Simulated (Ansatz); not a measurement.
# Free carriers and the phonons of GaAs (F-43m), part 2 of 2

Aim: how far do free carriers move the optical modes of GaAs (F-43m)?

Ansatz 0.2.0; DFT LDA, scalar-relativistic, plane waves, PAW; PAW set soft_1.

So far, highest optical mode at the zone centre (no LO-TO term) (cm⁻¹): step 5 (zone-centre modes of the member: no carriers) 269. The relaxed cell has a = 5.603 Å (conventional setting).

### Step 6. Ground state of a member: 15 × 10²⁰ holes per cm³

The cell of the neutral crystal is kept with 15 × 10²⁰ holes per cm³, balanced by a uniform background. The bands are sampled on 30×30×30 points with Fermi-Dirac filling of 0.03 eV.

File input.yaml:

```yaml
crystal:
  lattice:
    - [0.0, 2.8015629863, 2.8015629863]
    - [2.8015629863, 0.0, 2.8015629863]
    - [2.8015629863, 2.8015629863, 0.0]
  atoms:
    - { symbol: Ga, position: [0.0, 0.0, 0.0] }
    - { symbol: As, position: [0.75, 0.75, 0.75] }
total_charge: 0.065966
kpoints:
  mp_grid: { grid: [30, 30, 30] }
hamiltonian:
  xc: lda
  pseudopotentials: { kind: paw, azcp: { folder: soft_1 }, xc_functional: pbe }
scf:
  occupations: { method: fermi_dirac, width: 0.03 }
output:
  forces: true
  stress: true
  eigenvalues: true
```

Launch:

```
$ ansatz run input.yaml --threads 8 --pin off --max-ram 16384MiB --backend cpu --events-out ev --progress --plain --runs-dir out
```

Numbers of over 12 decimals in the logs are rounded to 6 here.

Output:

```text
[...]
Crystal: 2 atoms, lattice volume = 43.978 Å³
Basis set: ecut = 420 eV, 869 PW (Γ)
Bands: 18, of which v1, the nominal top of the filled ones, is band 14 counted from 1 (13 counted from 0)
Symmetry: 24 space group operations
[...]
k-points: 752 of 27000 (time reversal used)
[...]
--- Band table (eV; the first three rows and the last of 752) ---
  k-point 0: bands = [... 10 lower, -5.0187, 7.9528, 7.9528, 7.9528, 8.4549, 11.6826, 11.6826, 11.6826]
  k-point 1: bands = [... 10 lower, -5.0051, 7.5816, 7.9328, 7.9328, 8.7685, 11.6981, 11.7122, 11.7122]
  k-point 2: bands = [... 10 lower, -4.9643, 7.0085, 7.8753, 7.8753, 9.1575, 11.7659, 11.7969, 11.7969]
  k-point 751: bands = [... 10 lower, -2.3605, 1.1709, 4.3014, 4.4920, 12.4801, 12.5312, 13.5540, 14.0748]
[key lines of the parts left out:]
SCF converged after 9 iterations
Free energy (F): -8481.818245 eV
Fermi energy:    7.586347 eV
P = ⅓ Tr σ = 0.2313 GPa (2.313 kbar)
```

Run time: 15 s. Hardware: 8 threads of Arm Neoverse N1, shared host; peak memory 0.89 GiB; 1.9 min of CPU time.

The forces vanish by symmetry.

### Step 7. Zone-centre modes of the member: 15 × 10²⁰ holes per cm³

The zone-centre modes follow for 15 × 10²⁰ holes per cm³.

input.yaml, as its differences from that of step 6:

```diff
@@ -17,4 +17,4 @@
 output:
-  forces: true
-  stress: true
   eigenvalues: true
+phonons:
+  method: dfpt
```

Output:

```text
[...]
Crystal: 2 atoms, lattice volume = 43.978 Å³
Basis set: ecut = 420 eV, 869 PW (Γ), exchange–correlation on 54×54×54 points (8 copies of the dense FFT grid, shifted against one another)
Bands: 18, of which v1, the nominal top of the filled ones, is band 14 counted from 1 (13 counted from 0)
Symmetry: 24 space group operations
k-points: 1992 of 27000 (irreducible under 8 space group operations, time reversal used)
[...]
k-point 1: bands = [... 10 lower, -5.0051, 7.5816, 7.9328, 7.9328, 8.7685, 11.6981, 11.7122, 11.7122]
  k-point 2: bands = [... 10 lower, -4.9643, 7.0085, 7.8753, 7.8753, 9.1575, 11.7659, 11.7969, 11.7969]
  k-point 1991: bands = [... 10 lower, -2.3605, 1.1709, 4.3015, 4.4920, 12.4802, 12.5312, 13.5540, 14.0748]
[...]
ASR residual: 5.225e-5 → 0.000e0 eV/Å²; symmetrization residual: 1.024e-6 eV/Å²
  ASR residual per site (eV/Å²): 5.22e-5 7.79e-6
  Γ frequencies (cm⁻¹): 0.00 0.00 0.00 251.34 251.34 251.34
[...]
[key lines of the parts left out:]
SCF converged after 13 iterations
Free energy (F): -8481.818246 eV
Fermi energy:    7.586343 eV
```

Run time: 2.5 min. Hardware: 8 threads; peak memory 4.5 GiB.

Numbers from this step:

* sum-rule residual before enforcement: 5.22e-5 eV/Å²
* highest optical mode at the zone centre (no LO-TO term): 251.3 cm⁻¹
* lowest optical zone-centre mode: 251.3 cm⁻¹

Without the LO-TO term. Patterns of degenerate modes are one choice out of their space. Modes at Γ, with each element's share of the kinetic energy:

| mode | frequency (cm⁻¹) | symmetry | Ga % | As % |
| --- | --- | --- | --- | --- |
| 1 | 0.0 | acoustic | 48 | 52 |
| 2 | 0.0 | acoustic | 48 | 52 |
| 3 | 0.0 | acoustic | 48 | 52 |
| 4 | 251.3 | T2 | 52 | 48 |
| 5 | 251.3 | T2 | 52 | 48 |
| 6 | 251.3 | T2 | 52 | 48 |

The optical mode without the LO-TO term lies at 251.3 cm⁻¹.

For the highest optical mode at the zone centre (no LO-TO term), step 5 gave 269 cm⁻¹; this run, with carriers -15 × 10²⁰ cm⁻³, gives 251 cm⁻¹ (-6 %).

### Step 8. A check on a coarser mesh: 2 × 10²⁰ holes per cm³

To see what the mesh is worth, the run for 2 × 10²⁰ holes per cm³ is repeated on 24×24×24 points.

input.yaml, as its differences from that of step 7:

```diff
@@ -8,5 +8,5 @@
     - { symbol: As, position: [0.75, 0.75, 0.75] }
-total_charge: 0.065966
+total_charge: 0.008796
 kpoints:
-  mp_grid: { grid: [30, 30, 30] }
+  mp_grid: { grid: [24, 24, 24] }
 hamiltonian:
```

Output:

```text
[...]
Crystal: 2 atoms, lattice volume = 43.978 Å³
Basis set: ecut = 420 eV, 869 PW (Γ), exchange–correlation on 54×54×54 points (8 copies of the dense FFT grid, shifted against one another)
Bands: 18, of which v1, the nominal top of the filled ones, is band 14 counted from 1 (13 counted from 0)
Symmetry: 24 space group operations
k-points: 1063 of 13824 (irreducible under 8 space group operations, time reversal used)
[...]
k-point 1: bands = [... 10 lower, -4.9851, 7.4581, 7.9388, 7.9388, 8.8832, 11.6981, 11.7182, 11.7182]
  k-point 2: bands = [... 10 lower, -4.9214, 6.7194, 7.8511, 7.8511, 9.3203, 11.8254, 11.8470, 11.8470]
  k-point 1062: bands = [... 10 lower, -2.3352, 1.1747, 4.2908, 4.4818, 12.6298, 12.6358, 13.3661, 13.9480]
[...]
ASR residual: 6.270e-5 → 0.000e0 eV/Å²; symmetrization residual: 3.835e-6 eV/Å²
  ASR residual per site (eV/Å²): 6.27e-5 3.15e-5
  Γ frequencies (cm⁻¹): 0.00 0.00 0.00 261.58 261.58 261.58
[...]
[key lines of the parts left out:]
SCF converged after 12 iterations
Free energy (F): -8481.377316 eV
Fermi energy:    7.876652 eV
```

Elapsed: 77 s, on 8 threads; peak memory 2.6 GiB.

Numbers from this step:

```yaml
sum_rule_residual_before_enforcement: 6.27e-5 eV/Å²
highest_optical_mode_at_the_zone_centre_no_lo_to_term: 261.6 cm⁻¹
lowest_optical_zone_centre_mode: 261.6 cm⁻¹
```

The highest mode comes at 261.6 cm⁻¹, against 261.2 cm⁻¹ on 30×30×30 points.

### Step 9. A check on a coarser mesh: 10 × 10²⁰ holes per cm³

To see what the mesh is worth, the run for 10 × 10²⁰ holes per cm³ is repeated on 24×24×24 points.

input.yaml, as its differences from that of step 8:

```diff
@@ -8,3 +8,3 @@
     - { symbol: As, position: [0.75, 0.75, 0.75] }
-total_charge: 0.008796
+total_charge: 0.043978
 kpoints:
```

Output:

```text
[...]
Crystal: 2 atoms, lattice volume = 43.978 Å³
Basis set: ecut = 420 eV, 869 PW (Γ), exchange–correlation on 54×54×54 points (8 copies of the dense FFT grid, shifted against one another)
Bands: 18, of which v1, the nominal top of the filled ones, is band 14 counted from 1 (13 counted from 0)
Symmetry: 24 space group operations
k-points: 1063 of 13824 (irreducible under 8 space group operations, time reversal used)
[...]
k-point 1: bands = [... 10 lower, -4.9928, 7.4494, 7.9281, 7.9281, 8.8765, 11.7045, 11.7246, 11.7246]
  k-point 2: bands = [... 10 lower, -4.9292, 6.7119, 7.8408, 7.8408, 9.3147, 11.8309, 11.8529, 11.8529]
  k-point 1062: bands = [... 10 lower, -2.3506, 1.1738, 4.2921, 4.4842, 12.6318, 12.6390, 13.3738, 13.9604]
[...]
ASR residual: 1.464e-4 → 0.000e0 eV/Å²; symmetrization residual: 3.624e-6 eV/Å²
  ASR residual per site (eV/Å²): 1.46e-4 1.45e-5
  Γ frequencies (cm⁻¹): 0.00 0.00 0.00 254.42 254.42 254.42
[...]
[key lines of the parts left out:]
SCF converged after 12 iterations
Free energy (F): -8481.650507 eV
Fermi energy:    7.676751 eV
```

Run time: 77 s. Hardware: 8 threads; peak memory 2.6 GiB; 9.1 min of CPU time.

Numbers from this step:

| Property | Result |
| --- | --- |
| sum-rule residual before enforcement | 1.46e-4 eV/Å² |
| highest optical mode at the zone centre (no LO-TO term) | 254.4 cm⁻¹ |
| lowest optical zone-centre mode | 254.4 cm⁻¹ |

The highest mode comes at 254.4 cm⁻¹, against 254.7 cm⁻¹ on 30×30×30 points.

### Step 10. The series together

The members are set side by side, also those not shown above.

Electrons count positive and holes negative; without the LO-TO term; modes are tracked from the neutral crystal by their patterns, and those within 0.3 cm⁻¹ of each other stand once; the cell of the neutral crystal is kept and the atoms are relaxed where symmetry leaves them free; all runs use 30×30×30 k points and Fermi-Dirac smearing of 0.03 eV. Optical modes along the series:

| carriers (10²⁰ cm⁻³) | mode 4 T2 (cm⁻¹) |
| --- | --- |
| -15 | 251.3 |
| -10 | 254.7 |
| -6 | 256.6 |
| -4 | 258.2 |
| -2 | 261.2 |
| -1 | 263.6 |
| 0 | 268.7 |

### Step 11. Results

```yaml
members: 7
mode: mode 4 T2
its_frequency_without_carriers: 268.71 cm⁻¹
its_frequency_at_minus_15_x_1e20_cm_minus3: 251.34 cm⁻¹
```

At 15 × 10²⁰ holes per cm³ the optical mode has moved by -17.37 cm⁻¹ from 268.71 cm⁻¹. At 2 and 10 × 10²⁰ cm⁻³ the coarser mesh moves the optical modes by up to 0.42 cm⁻¹, a measure of the error left by the mesh there. The response is adiabatic: the carriers follow the ions at once. Where they cannot, as for a zone-centre mode faster than their scattering, measured shifts differ, and line shapes are not given here. A static distortion lets holes move between the bands that it splits, which a fast mode allows only in part, so this softening can be well above the one seen in Raman spectra. The background stands for dopants without their size, scattering or local bonds, and the cell is that of the neutral crystal, although carriers also change the volume at rest, which would shift the modes as well. Spin-orbit coupling, which splits the valence bands that hold the holes, is left out. In a polar crystal the carriers also screen the field of the longitudinal modes, often the largest effect; only modes without that field are treated here. These are harmonic frequencies of a static lattice, with warm electrons: anharmonic shifts, linewidths and thermal expansion are left out. The PAW files were made for PBE; the program adapts parts of them to the functional of the run, but their partial waves stay those of PBE, an approximation that was not tested in this session. Only the zone centre was solved, so an instability at another wavevector cannot show here.

[Logs are printed without paths, hosts, clocks, repeated set-up lines and the standing remarks that a program may print on its own settings, such as how far it seeks lower states.]

[Hosts, paths, dates, database ids (printed as entryN), source tags and the programs' standing remarks are cut or masked in the printed files.]
